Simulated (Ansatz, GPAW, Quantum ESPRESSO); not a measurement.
**Simulated XPS, UPS and emission spectra of Ba2ZnP2**

Wanted: projected DOS of Ba2ZnP2, weighted into photoemission and X-ray emission spectra, at several levels of theory. Spin–orbit coupling is left out of the bands throughout.

Main program and level: Ansatz 0.2.0, Quantum ESPRESSO 7.5 and GPAW 26.7.0; DFT, LDA, plane-wave PAW, default files, scalar-relativistic, in the first sound run; inputs show where later runs differ.

**1. Starting point**

Symmetry: Ibam, No. 72, orthorhombic system. Conventional cell: a = 6.756 Å, b = 13.108 Å, c = 6.385 Å, α = 90.00°, β = 90.00°, γ = 90.00°. Nearest to Ba lie 2 Zn at 3.21 Å and 6 P at 3.31 to 3.47 Å. Zn has 4 P at 2.51 Å and 2 Zn at 3.19 Å and 4 Ba at 3.21 Å nearest. Nearest to P lie 2 Zn at 2.51 Å and 6 Ba at 3.31 to 3.47 Å. Farther neighbours are not listed.

**2. Self-consistent run, DOS and bands**

The base run gives the projected DOS, from which the spectra are built. The DOS is taken on a denser mesh than the density.

Input file input.yaml:

```yaml
crystal:
  lattice:
    - [-3.378, 6.554, 3.1925]
    - [3.378, -6.554, 3.1925]
    - [3.378, 6.554, -3.1925]
  atoms:
    - { symbol: Ba, position: [0.8597, 0.30882, 0.16852] }
    - { symbol: Ba, position: [0.1403, 0.69118, 0.83148] }
    - { symbol: Ba, position: [0.6403, 0.80882, 0.44912] }
    - { symbol: Ba, position: [0.3597, 0.19118, 0.55088] }
    - { symbol: Zn, position: [0.75, 0.75, 0.0] }
    - { symbol: Zn, position: [0.25, 0.25, 0.0] }
    - { symbol: P, position: [0.60649, 0.29992, 0.90641] }
    - { symbol: P, position: [0.39351, 0.70008, 0.09359] }
    - { symbol: P, position: [0.89351, 0.79992, 0.69343] }
    - { symbol: P, position: [0.10649, 0.20008, 0.30657] }
kpoints:
  mp_grid: { grid: [6, 6, 6] }
  band_path:
    path:
      - [[0.0, 0.0, 0.0], [0.5, -0.5, 0.5], [0.316412, -0.316412, 0.683588]]
      - [[-0.316412, 0.316412, 0.316412], [0.0, 0.0, 0.0], [0.309318, 0.309318, -0.309318]]
      - [[0.690682, -0.309318, 0.309318], [0.5, -0.5, 0.5]]
      - [[0.0, 0.0, 0.0], [0.0, 0.5, 0.0], [0.25, 0.25, 0.25], [0.5, 0.0, 0.0], [0.0, 0.0, 0.0]]
    npoints: 10
scf:
  occupations: { method: fermi_dirac, width: 0.02 }
  n_extra_bands: 24
hamiltonian:
  xc: lda
  pseudopotentials: { kind: paw }
output:
  forces: true
  stress: true
  dos:
    projected: true
    de: 0.05
    e_range: [-36, 12]
    nscf_kmesh: { grid: [10, 10, 10] }
  fatbands: true
  write_density: true
  write_potential: true
  elf: true
  volumetric_format: npy
```

Command:

```console
$ ansatz run input.yaml --threads 4 --pin off --max-ram 8192MiB --backend cpu --events-out ev --progress --plain --runs-dir out
```

Numbers of over 12 decimals in the logs are rounded to 6 here.

The log of the run:

```text
scf.n_extra_bands = 24 over 42 filled bands (N_el = 84.0): the run solves 66 bands
Engine: ansatz 0.2.0, aarch64-unknown-linux-gnu
Pseudopotentials: kind: paw
Pseudopotential: Ba, paw, valence charge 10, recommended cutoff 420 eV (normal), Ba.paw.azcp
Pseudopotential: Zn, paw, valence charge 12, recommended cutoff 420 eV (normal), Zn.paw.azcp
Pseudopotential: P, paw, valence charge 5, recommended cutoff 420 eV (normal), P.paw.azcp
Functional definition: SPW92
  exchange = slater_x
  correlation = pw_c
Crystal: 10 atoms, lattice volume = 282.720 Å³
Basis set: ecut = 420 eV, 5549 PW (Γ)
Bands: 66, of which v1, the nominal top of the filled ones, is band 42 counted from 1 (41 counted from 0)
Symmetry: 8 space group operations
Space group: Ibam (ITA 72), of the structure as read, at distance tolerance 6.6e-5 Å
k-points: 46 of 216
Non-local potential: Ba, projectors of the file, l = 0: 3, l = 1: 2, l = 2: 2, l = 3: 2
Non-local potential: Zn, projectors of the file, l = 0: 2, l = 1: 2, l = 2: 3, l = 3: 1
Non-local potential: P, projectors of the file, l = 0: 2, l = 1: 2, l = 2: 2
PAW form: soft (Blöchl's): semilocal exchange-correlation on the pseudo side does not see the compensation charge
PAW frozen core: Ba, regenerated for the run's functional, and the local potential with it (the file was generated under x = pbe(κ = 0.804, μ = 0.219515), c = pbe(β = 0.066725))
PAW frozen core: Zn, regenerated for the run's functional, and the local potential with it (the file was generated under x = pbe(κ = 0.804, μ = 0.219515), c = pbe(β = 0.066725))
PAW frozen core: P, regenerated for the run's functional, and the local potential with it (the file was generated under x = pbe(κ = 0.804, μ = 0.219515), c = pbe(β = 0.066725))
PAW one-centre angular grid: Ba, 194 points (default); XC on 64 Gauss nodes
PAW one-centre angular grid: Zn, 590 points (default); XC on 64 Gauss nodes
PAW one-centre angular grid: P, 110 points (default); XC on 64 Gauss nodes
Initial density: superposition of atomic densities (neutral atoms: chi_scale 0, normalization atom), corrected by the library's trained network
Initial wavefunctions: pseudopotential atomic-orbital guess
Functional: x = slater, c = lda
SCF iter   1: F=—  HF=-32524.171385 eV  |F-HF|=—  |Δ(HF+E_count)|=         —  Δρ=4.75e-3  dr2=7.54e-2  ethr=1.77e-3  ⟨swp⟩=10.8  Hψ=18626  notcnv=0  defer=280
preconditioner: auto → Resta (q_TF=auto, 2.229 Å⁻¹)  ε∞=3.9  [insulator: Δε(μ)=0.512 eV  Ē_g=11.316 eV  σ=0.020 eV  W_gap=1.00  n_scr=52 (ndim 8)  ℏωp=19.3 eV  f_vac=0.000  D(μ)=0.00/eV (n_scr^D=0)  ε∞_Penn≈3.9]
SCF iter   2: F=—  HF=-32524.151922 eV  |F-HF|=—  |Δ(HF+E_count)|=   1.95e-2  Δρ=2.21e-3  dr2=1.37e-2  ethr=8.97e-5  ⟨swp⟩=3.1  Hψ=4888  notcnv=0  defer=832
SCF iter   3: F=—  HF=-32524.149107 eV  |F-HF|=—  |Δ(HF+E_count)|=   2.82e-3  Δρ=1.09e-3  dr2=2.33e-3  ethr=1.63e-5  ⟨swp⟩=2.0  Hψ=3496  notcnv=0  defer=832
SCF iter   4: F=—  HF=-32524.148445 eV  |F-HF|=—  |Δ(HF+E_count)|=   6.62e-4  Δρ=3.50e-4  dr2=3.33e-4  ethr=2.78e-6  ⟨swp⟩=2.0  Hψ=3561  notcnv=0  defer=832
SCF iter   5: F=—  HF=-32524.148339 eV  |F-HF|=—  |Δ(HF+E_count)|=   1.05e-4  Δρ=7.66e-5  dr2=2.31e-5  ethr=3.97e-7  ⟨swp⟩=2.1  Hψ=3222  notcnv=0  defer=832
SCF iter   6: F=—  HF=-32524.148281 eV  |F-HF|=—  |Δ(HF+E_count)|=   5.88e-5  Δρ=2.50e-5  dr2=2.18e-6  ethr=2.75e-8  ⟨swp⟩=2.8  Hψ=3901  notcnv=0  defer=832
SCF iter   7: F=-32524.148281 eV  HF=-32524.148281 eV  |F-HF|=2.57e-8  |Δ(HF+E_count)|=   5.82e-7  Δρ=4.59e-6  dr2=8.44e-8  ethr=1.19e-10  ⟨swp⟩=21.4  Hψ=31269  notcnv=0
SCF 1 converged in 7 iterations: F = -32524.148281 eV  dr2 = 8.44e-8
  greatest PAW one-centre occupation: 0.984 electrons in one spin orbital (limit 2), on the Zn atom at site 5 (counted from 0), in its partial waves of l = 2
NSCF: frozen V_eff on 94 k-points
NSCF: frozen V_eff on 171 k-points
SCF converged after 7 iterations
Free energy (F): -32524.148281 eV
Harris-Foulkes:  -32524.148281 eV  (|F-HF|=2.57e-8)
Internal energy: -32524.148281 eV  (E = F + TS)
E sigma→0 (E₀):  -32524.148281 eV
Entropy (-TS):   -0.000000 eV (-0.000 meV/atom)
Fermi energy:    7.948551 eV
--- Per-component energies (eV) ---
  E_band       = -134.062622
  E_kinetic    = 1218.772447
  E_local      = -6130.360055  (includes V_loc(G=0)·N_el)
  E_nonlocal   = 1609.430050
  E_hartree    = 2520.892604
  E_xc         = -1185.926656
  E_vxc        = -897.286739  (∫ρ·V_xc dr)
  E_paw        = -25898.936769  (= ΣΔE_a)
  E_vpaw       = -976.398359  (= ΣTr[D̂ρ^β])
  E_aug_tail   = -0.000741  (compensation charges beyond the density's cutoff)
  E_ewald      = -4662.732913
  E_core_change = 4.713751  (= ΣΔE_core)
  E_smearing   = -0.000000  (= −TS)
  E_closure    = -0.000000  (closes the sum)
  Σ components = -32524.148281   (vs F -32524.148281, Δ=0.00e0)
--- Forces (eV/Å), atoms counted from 1 ---
  atom   1  Ba    -0.14949657     0.16022254    -0.00000000
  atom   2  Ba     0.14949657    -0.16022254     0.00000000
  atom   3  Ba    -0.14949657    -0.16022254     0.00000000
  atom   4  Ba     0.14949657     0.16022254     0.00000000
  atom   5  Zn    -0.00000000     0.00000000     0.00000000
  atom   6  Zn     0.00000000     0.00000000     0.00000000
  atom   7  P      0.17733965    -0.22963206    -0.00000000
  atom   8  P     -0.17733965     0.22963206     0.00000000
  atom   9  P      0.17733965     0.22963206     0.00000000
  atom  10  P     -0.17733965    -0.22963206     0.00000000
  max |Σ_I F_I| component: 2.17e-19 eV/Å
--- Stress (GPa, compression-positive) ---
       -2.940531       0.000000       0.000000
        0.000000      -2.864652       0.000000
        0.000000       0.000000      -3.185344
  P = ⅓ Tr σ = -2.9968 GPa (-29.968 kbar)
--- Band table (eV; the first three rows and the last of 46) ---
  k-point 0: bands = [... 38 lower, 6.9387, 7.4878, 7.5376, 7.5697, 8.6292, 9.1665, 9.3729, 9.3988, ... 20 higher]
  k-point 1: bands = [... 38 lower, 6.8124, 7.1336, 7.5016, 7.5732, 8.7518, 9.2181, 9.3476, 9.5616, ... 20 higher]
  k-point 2: bands = [... 38 lower, 6.5308, 6.8427, 7.2644, 7.6199, 9.0353, 9.3157, 9.3732, 9.3990, ... 20 higher]
  k-point 45: bands = [... 38 lower, 6.5469, 7.4653, 7.5270, 7.5423, 8.2092, 8.3776, 9.2388, 9.2851, ... 20 higher]
```

Wall time 82 s (4 threads of Arm Neoverse V2, shared host); peak memory 2 GiB.

Numbers from this step:

```
free energy                                    : -32524.1483 eV
Fermi energy                                   : 7.949 eV
symmetry operations                            : 8
pressure                                       : -2.997 GPa
gap on the k-mesh                              : 0.5654 eV
zero of energy                                 : valence-band maximum
share of occupied states in no projected shell : 0.0238 of the occupied states in the window
gap on the path                                : 0.5596 eV
least direct gap on the path                   : 0.6669 eV
valence top on path                            : 0.0059 eV
```

The electronic bands at the labelled points (eV, zero at the valence-band maximum; v1 is the highest filled band, c1 the lowest empty one):

```tsv
point	v4	v3	v2	v1	c1	c2	c3	c4
Γ	-0.70	-0.16	-0.11	-0.07	0.98	1.52	1.73	1.75
halfway	-0.82	-0.50	-0.15	-0.14	0.81	1.15	1.45	2.09
X	-1.10	-0.18	-0.12	-0.10	0.56	0.73	1.59	1.64
halfway	-1.06	-0.49	-0.24	-0.12	0.68	0.79	1.67	1.76
F0	-0.95	-0.95	-0.42	-0.03	0.92	1.18	1.90	2.11
jump to Σ0	-0.95	-0.95	-0.42	-0.03	0.92	1.18	1.90	2.11
halfway	-0.97	-0.85	-0.19	-0.01	1.36	1.55	1.96	1.97
Γ	-0.70	-0.16	-0.11	-0.07	0.98	1.52	1.73	1.75
halfway	-1.00	-0.88	-0.27	-0.19	0.97	1.39	1.80	2.08
Λ0	-0.97	-0.81	-0.68	-0.33	0.91	1.03	1.79	2.21
jump to G0	-0.97	-0.81	-0.68	-0.33	0.91	1.03	1.79	2.21
halfway	-0.91	-0.71	-0.39	-0.04	0.78	0.91	1.35	1.45
X	-1.10	-0.18	-0.12	-0.10	0.56	0.73	1.59	1.64
jump to Γ	-0.70	-0.16	-0.11	-0.07	0.98	1.52	1.73	1.75
halfway	-0.99	-0.93	-0.46	-0.29	1.11	1.68	1.86	2.02
R	-1.19	-1.19	-0.84	-0.84	1.74	1.74	2.37	2.37
halfway	-1.20	-1.20	-0.85	-0.85	1.79	1.79	2.23	2.23
W	-1.24	-1.24	-0.85	-0.85	1.94	1.94	2.00	2.00
halfway	-1.09	-1.09	-0.75	-0.75	1.53	1.53	1.81	1.81
S	-0.94	-0.94	-0.59	-0.59	1.40	1.40	1.66	1.66
halfway	-0.95	-0.89	-0.32	-0.12	0.98	1.58	1.63	1.73
Γ	-0.70	-0.16	-0.11	-0.07	0.98	1.52	1.73	1.75
```

Of the projections kept (Ba s, Ba p, Zn s, Zn d, P s, P p, not projected), the largest for each band there; the rest of the weight can lie on other orbitals:

```tsv
point	v4	v3	v2	v1	c1	c2	c3	c4
Γ	P p 0.89	P p 0.91	P p 0.93	P p 0.91	not projected 0.86	not projected 0.84	not projected 1.00	Ba s 0.52
X	P p 0.86	P p 0.90	P p 0.90	P p 0.94	not projected 0.92	not projected 0.79	not projected 0.56	not projected 0.86
F0	P p 0.83	P p 0.79	P p 0.88	P p 0.92	not projected 0.75	not projected 0.70	not projected 0.90	not projected 0.95
Σ0	P p 0.83	P p 0.79	P p 0.88	P p 0.92	not projected 0.75	not projected 0.70	not projected 0.90	not projected 0.95
Γ	P p 0.89	P p 0.91	P p 0.93	P p 0.91	not projected 0.86	not projected 0.84	not projected 1.00	Ba s 0.52
Λ0	P p 0.86	P p 0.87	P p 0.82	P p 0.85	not projected 0.85	not projected 0.40	not projected 0.77	not projected 0.88
```

The DOS has structure finer than the step of the table below, so its rows give means over 2 eV, whole bins alone (the curve runs from -29.0 to 5.43 eV). Peaks (eV: height): total -27.5: 80, -13.1: 33.8, -12.6: 50.6, -6.9: 80.5; Zn 3d -6.9: 78.7; P 3p -4.0: 5.09, -1.5: 12.0, -1.2: 10.4; Ba 5p -13.1: 30.5, -12.6: 49.7; P 3s -9.0: 13.3, -6.6: 3.64.

* holds the states left over by the projection beside any projected weight of its own, shared among the starred shells. The DOS by E, zero at the valence-band maximum; means over each step; 7 of 11 lines; values in states/eV/cell:

```tsv
E (eV)	total	Zn 3d	P 3p	Ba 5p	P 3s	Ba 6s	Zn 4s
-16	0	0	0	0	0	0	0
-14	2.45	0.00212	0.0457	2.20	0.107	0.0437	0.0523
-12	9.55	0.0150	0.163	9.20	0.0690	0.0638	0.0306
-10	1.55	0.0785	0.0301	0	0.959	0.159	0.170
-8	3.10	0.975	0.0335	0	1.82	0.0873	0.0377
-6	9.34	8.74	0.126	0	0.338	0.0513	0.0233
-4	2.00	0.0383	0.979	0	0.220	0.0882	0.572
-2	6.63	0.0759	5.30	0	0.0454	0.441	0.0289
0	3.68	0.0455	2.90	0	0.0239	0.116	0.0318
2	6.18	0.00854	0.481	0	0.116	0.600	0.372
4	10.3	0.0112	0.706	0	0.204	0.881	0.317
```

This run's widths, added to any smearing of the DOS itself: Gaussian 0.45 eV, Lorentzian 0.05 eV plus 0.03 an eV of depth. Table of intensity by binding energy, zero at the valence-band maximum; values in % of the maximum within 13 eV:

```tsv
binding energy (eV)	21.2 eV	60 eV	150 eV	1486.7 eV	9251.7 eV
-1	0.529	0.131	0.0975	0.156	0.0783
0	13.9	2.02	1.17	1.41	0.265
1	75.6	9.80	5.45	7.00	1.37
2	38.6	5.11	2.86	3.89	1.09
3	5.19	0.973	0.642	0.976	0.439
4	19.0	4.25	2.67	6.11	4.06
5	1.78	1.28	1.21	1.31	0.356
6	7.89	7.69	7.61	6.80	0.752
7	79.2	79.3	79.4	66.3	3.84
8	3.75	3.57	3.29	4.14	1.29
9	13.5	11.1	7.67	20.8	11.0
10	1.31	1.20	0.842	2.92	2.07
11	0.403	0.728	0.431	3.32	3.06
12	-	2.91	1.14	20.4	20.3
13	-	11.2	4.14	80.8	80.7
14	-	0.989	0.410	6.62	6.57
15	-	0.312	0.153	1.87	1.85
16	-	0.169	0.0937	0.921	0.917
17	-	0.113	0.0679	0.575	0.587
18	-	0.0836	0.0539	0.414	0.444
19	-	0.0668	0.0456	0.334	0.383
20	-	0.0568	0.0409	0.299	0.371
21	-	0.0515	0.0390	0.295	0.402
22	-	0.0503	0.0402	0.327	0.485
23	-	0.0543	0.0460	0.410	0.656
24	-	0.0681	0.0611	0.600	1.02
25	-	0.108	0.102	1.09	1.93
26	-	0.261	0.255	2.90	5.25
27	-	1.46	1.45	17.0	31.0
28	-	1.20	1.20	14.0	25.5
```

Maxima picked by a test of local sharpness, so broad peaks and shoulders can be missing; peaks within 0.45 eV of a curve's cut are left out. Valence peaks, by row:

```tsv
photon energy (eV)	binding energy (eV)	height (% of the maximum within 13 eV)	main shell	its share (%)
21.2	8.891	14.31	P 3s	46.98
21.2	6.791	100	Zn 3d	95.65
21.2	3.941	19.87	P 3p	75.42
21.2	1.241	79.64	P 3p	68.91
60	12.74	13.71	Ba 5p	93.1
60	8.891	11.81	P 3s	56.07
60	6.791	100	Zn 3d	98.66
60	3.941	4.428	P 3p	54.94
60	1.191	10.19	P 3p	87.72
150	12.74	5.02	Ba 5p	87.81
150	8.891	8.299	Zn 3d	59.17
150	6.791	100	Zn 3d	99.34
150	1.191	5.676	P 3p	84.66
1487	27.44	28.32	Ba 5s	99.44
1487	12.74	100	Ba 5p	98.58
1487	8.891	21.8	P 3s	75.13
1487	6.791	84.03	Zn 3d	96.44
1487	3.941	6.359	Zn 4s	35.78
1487	1.191	7.303	P 3p	66.11
9252	27.44	51.82	Ba 5s	99.72
9252	12.74	100	Ba 5p	99.13
9252	8.941	11.3	P 3s	84.1
9252	6.741	5.205	Zn 3d	61.07
9252	3.941	4.214	Zn 4s	64.31
```

The intensity has structure finer than the step of the table below, so its rows give means over 1 eV, whole bins alone (the curve runs from -29.0 to 1.43 eV). Peaks (eV: height): Zn L-alpha -6.8: 99.5; P K-beta -1.2: 99.9; P K-beta, E along x -1.1: 112; P K-beta, E along y -1.1: 113; P K-beta, E along z -1.6: 92.1.

Shapes are the site's partial DOS without matrix elements, which overweights lines from ligand s bands. The intensity by emission energy less the core level's binding energy, zero at the valence-band maximum; means over each step; values in % of the unpolarised maximum:

```tsv
emission energy less the core level's binding energy (eV)	Zn L-alpha	P K-beta	P K-beta, E along x	P K-beta, E along y	P K-beta, E along z	P L2,3
-28	0.0573	0.487	0.446	0.517	0.500	0.0470
-27	0.0631	0.532	0.484	0.564	0.549	0.0532
-26	0.0668	0.194	0.179	0.204	0.199	0.0277
-25	0.0735	0.107	0.101	0.111	0.108	0.0264
-24	0.0821	0.0857	0.0827	0.0881	0.0863	0.0289
-23	0.0926	0.0813	0.0793	0.0830	0.0815	0.0328
-22	0.105	0.0835	0.0819	0.0850	0.0836	0.0380
-21	0.121	0.0898	0.0884	0.0913	0.0899	0.0448
-20	0.140	0.0998	0.0982	0.101	0.0999	0.0539
-19	0.164	0.114	0.112	0.116	0.114	0.0664
-18	0.196	0.134	0.132	0.137	0.135	0.0844
-17	0.237	0.166	0.162	0.169	0.166	0.112
-16	0.295	0.220	0.214	0.225	0.223	0.161
-15	0.377	0.348	0.335	0.356	0.355	0.273
-14	0.515	0.905	0.864	0.912	0.941	1.02
-13	0.782	2.96	2.73	3.12	3.03	4.69
-12	1.03	1.64	1.48	1.79	1.66	1.41
-11	1.57	0.667	0.655	0.710	0.635	1.56
-10	3.25	0.822	0.943	0.937	0.588	11.0
-9	8.45	1.40	1.71	1.71	0.779	73.2
-8	19.7	1.33	1.31	1.32	1.35	13.0
-7	79.5	3.09	2.59	2.66	4.03	9.27
-6	37.6	2.73	2.54	2.56	3.09	4.74
-5	7.67	5.45	4.99	4.92	6.45	0.918
-4	3.39	19.9	19.0	19.2	21.5	6.90
-3	1.87	23.9	22.5	21.9	27.4	1.49
-2	1.57	65.2	59.5	59.9	76.0	1.10
-1	1.54	91.6	101	102	71.4	1.15
0	0.862	36.0	38.9	36.9	32.0	0.346
```

Electrostatic potential energy in the ab plane of the conventional cell at fractional z = 0.000, with atoms of Ba and P within 0.2 Å of it. With pseudopotentials it is smooth inside the atoms' cores, unlike the true potential.

Ten even steps from '_' (-53 eV) to '@' (11 eV), each cell a mean:
```
@@@@@@@@@@@@@@@@@@@@@@@@@@@@%%%%%%@@@@
@@@@@@%%##++++**%%@@@@@@@@##--..--##@@
@@@@%%**--::::--++%%@@@@%%==______++@@
@@@@%%++--::::--++%%@@@@@@##==--==%%@@
@@@@@@##++====++##%%@@@@@@@@@@@@@@@@@@
@@@@@@@@%%%%%%%%@@@@@@@@@@@@@@@@@@@@@@
@@@@@@@@@@@@@@@@@@@@@@@@@@%%##**##%%@@
@@@@@@@@@@%%%%@@@@@@@@@@%%++------++##
%%@@@@%%==....==%%@@@@@@##==::::::--**
@@@@@@##::____::##@@@@@@%%++------++##
@@@@@@@@**====##@@@@@@@@@@%%######%%@@
@@@@@@@@@@@@@@@@@@@@@@@@@@@@@@@@@@@@@@
@@@@@@@@@@@@@@@@@@@@@@@@%%%%%%@@@@@@@@
@@%%**++**##%%@@@@@@@@##--..--##@@@@@@
%%++--::::--**%%@@@@@@++______==%%@@@@
%%++--::::--++%%@@@@@@%%==--==##@@@@@@
%%##++====++##@@@@@@@@@@@@@@@@@@@@@@@@
@@@@%%%%%%%%@@@@@@@@@@@@@@@@@@@@@@@@@@
@@@@@@@@@@@@@@@@@@@@@@%%##**##%%@@@@@@
@@@@@@%%%%@@@@@@@@@@##++------++%%@@@@
@@%%==....==%%@@@@%%**--::::::==##@@@@
@@##::____::##@@@@@@##++------++%%@@@@
@@@@**====**@@@@@@@@@@%%######%%@@@@@@
@@@@@@@@@@@@@@@@@@@@@@@@@@@@@@@@@@@@@@
```
Columns run along a (6.8 Å; values clipped at the 3rd and 97th percentile), rows up along b (13.1 Å), edges of the conventional cell, whose origin can differ from the input's. Atoms in or near the plane, at fractional coordinates: Ba at (0.31, 0.86), Ba at (0.69, 0.14), Ba at (0.81, 0.64), Ba at (0.19, 0.36), P at (0.30, 0.61), P at (0.70, 0.39), P at (0.80, 0.89), P at (0.20, 0.11).

ELF in the ab plane of the conventional cell at fractional z = 0.000, with atoms of Ba and P within 0.2 Å of it. It is the smooth field of the valence electrons, not physical close to the nuclei.

Values, 13 rows by 16 columns, each cell a mean:
```
0.26 0.14 0.17 0.34 0.48 0.50 0.41 0.19 0.12 0.46 0.73 0.77 0.63 0.58 0.64 0.49
0.40 0.15 0.61 0.80 0.37 0.29 0.72 0.73 0.23 0.42 0.83 0.76 0.27 0.26 0.70 0.76
0.24 0.10 0.42 0.70 0.66 0.63 0.71 0.52 0.13 0.18 0.50 0.61 0.65 0.66 0.64 0.55
0.07 0.11 0.29 0.38 0.44 0.45 0.41 0.33 0.14 0.06 0.24 0.46 0.56 0.58 0.51 0.30
0.24 0.34 0.78 0.79 0.52 0.53 0.80 0.78 0.38 0.16 0.67 0.82 0.31 0.20 0.71 0.77
0.15 0.51 0.83 0.80 0.43 0.38 0.65 0.62 0.33 0.12 0.25 0.54 0.65 0.67 0.65 0.39
0.07 0.18 0.33 0.40 0.41 0.38 0.32 0.24 0.25 0.36 0.47 0.50 0.50 0.44 0.31 0.13
0.32 0.68 0.69 0.63 0.70 0.50 0.14 0.22 0.58 0.72 0.39 0.24 0.59 0.86 0.70 0.23
0.56 0.82 0.43 0.28 0.68 0.80 0.30 0.19 0.65 0.82 0.73 0.62 0.75 0.80 0.50 0.15
0.14 0.34 0.47 0.49 0.42 0.26 0.08 0.07 0.19 0.31 0.40 0.41 0.35 0.25 0.12 0.05
0.55 0.73 0.75 0.73 0.73 0.67 0.38 0.11 0.44 0.76 0.62 0.54 0.75 0.69 0.23 0.15
0.65 0.77 0.34 0.13 0.53 0.86 0.66 0.21 0.47 0.80 0.53 0.40 0.70 0.70 0.23 0.22
0.34 0.52 0.62 0.63 0.69 0.67 0.51 0.19 0.08 0.23 0.38 0.42 0.35 0.24 0.17 0.19
```
Columns run along a (6.8 Å), rows up along b (13.1 Å), edges of the conventional cell, whose origin can differ from the input's. Atoms in or near the plane, at fractional coordinates: Ba at (0.31, 0.86), Ba at (0.69, 0.14), Ba at (0.81, 0.64), Ba at (0.19, 0.36), P at (0.30, 0.61), P at (0.70, 0.39), P at (0.80, 0.89), P at (0.20, 0.11).

(Continued in part 2 of 8.)

[Logs are printed without paths, hosts, clocks, repeated set-up lines and the standing remarks that a program may print on its own settings, such as how far it seeks lower states.]

[Hosts, paths, dates, database ids (printed as entryN), source tags and the programs' standing remarks are cut or masked in the printed files.]

[Maps of the electrostatic potential energy from Ansatz leave out the sawtooth potential of an applied field or a dipole correction, so their vacuum need not be flat; work functions include it.]

[Peak lists hold at most the 14 tallest peaks of each spectrum; further lines can be left out.]
